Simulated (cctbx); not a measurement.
# Which space group?

Cell: a = 7.1380 Å, b = 4.4040 Å, c = 7.5880 Å, α = 90.00°, β = 90.00°, γ = 90.00°. Expected content of the cell: Dy4 Ag4 Mn4.

Simulated single-crystal data (cctbx): synchrotron X-rays, λ = 0.7749 Å, to d = 0.7 Å, 95 % of the full sphere, strongest reflection 5000 counts, noise from counting, a 6 % proportional error and a noise floor of 4 counts (s.d.); no absorption.

Tests on the unmerged data give:

```text
2770 reflections to d = 0.701 A
centring   violations  <I/sigma> of those
    A        820 of  1389      5.9
    B        823 of  1383      5.8
    C        853 of  1412      5.9
    I        796 of  1383      5.7
    R       1112 of  1844      5.9
    F       1248 of  2092      5.8
Laue class    unique    Rint  (classes that these axes allow; Friedel mates merged)
P -1             1452   0.053
P 1 2/m 1         816   0.063
P 1 1 2/m         784   0.064
P 2/m 1 1         787   0.065
P m m m           466   0.069
space group    extra absences  I>4sigma  <I/sigma>
P 2 2 2                 0          0         -  acentric
P 2 2 21               10          0      -0.3  acentric
P 21 2 2               10          0       0.1  acentric
P 2 21 2                6          0       0.8  acentric
P 21 21 2              16          0       0.4  acentric
P 2 21 21              16          0       0.1  acentric
P 21 2 21              20          0      -0.1  acentric
P 21 21 21             26          0       0.1  acentric
P m m 2                 0          0         -  acentric
P 2 m m                 0          0         -  acentric
P m 2 m                 0          0         -  acentric
P 21 m a               96          0       0.2  acentric
P m 2 a                96          0       0.2  acentric
P n m 21              106          0       0.1  acentric
P n 21 m              106          0       0.1  acentric
P n 21 a              202          0       0.2  acentric
P m m m                 0          0         -  centric
P m m a                96          0       0.2  centric
P n m m :1            106          0       0.1  centric
P n m m :2            106          0       0.1  centric
P n m a               202          0       0.2  centric
Wilson B = 1.18 A^2   <|E^2-1|> = 0.826 (0.968 centric, 0.736 acentric)   E^2>4: 1.4 %
shell (A)         n   <I/sigma>
 7.59 - 1.40     73     15.0
 1.40 - 1.11     58     16.5
 1.11 - 0.97     60     14.5
 0.97 - 0.88     51     14.8
 0.88 - 0.82     64     10.9
 0.82 - 0.77     51     11.6
 0.77 - 0.73     49     11.3
 0.73 - 0.70     60      9.9
```

**Question.** What are the lattice type, the Laue class and the likely space group?

Every centring test has many violations, so the lattice is primitive.

Rint stays low (0.053 to 0.069) up to P m m m, the highest class in these axes.

21 settings pass the absence test. The most absences obeyed, 202, belong to P n 21 a and P n m a, which absences can't tell apart.

⟨|E²−1|⟩ = 0.826 lies between the two ideal values. The Wilson B of 1.18 Å² means U ≈ 0.0149 Å².

The true group is Pnma (no. 62), Laue class mmm, centrosymmetric. The tables only narrow the choice to the tied entries; cell content, site symmetry and trial solutions must settle it.

The model is made up (kin elements in a known structure type, no relaxation), so it says nothing on whether the phase exists.

[Logs are printed without paths, hosts, clocks, repeated set-up lines and the standing remarks that a program may print on its own settings, such as how far it seeks lower states.]
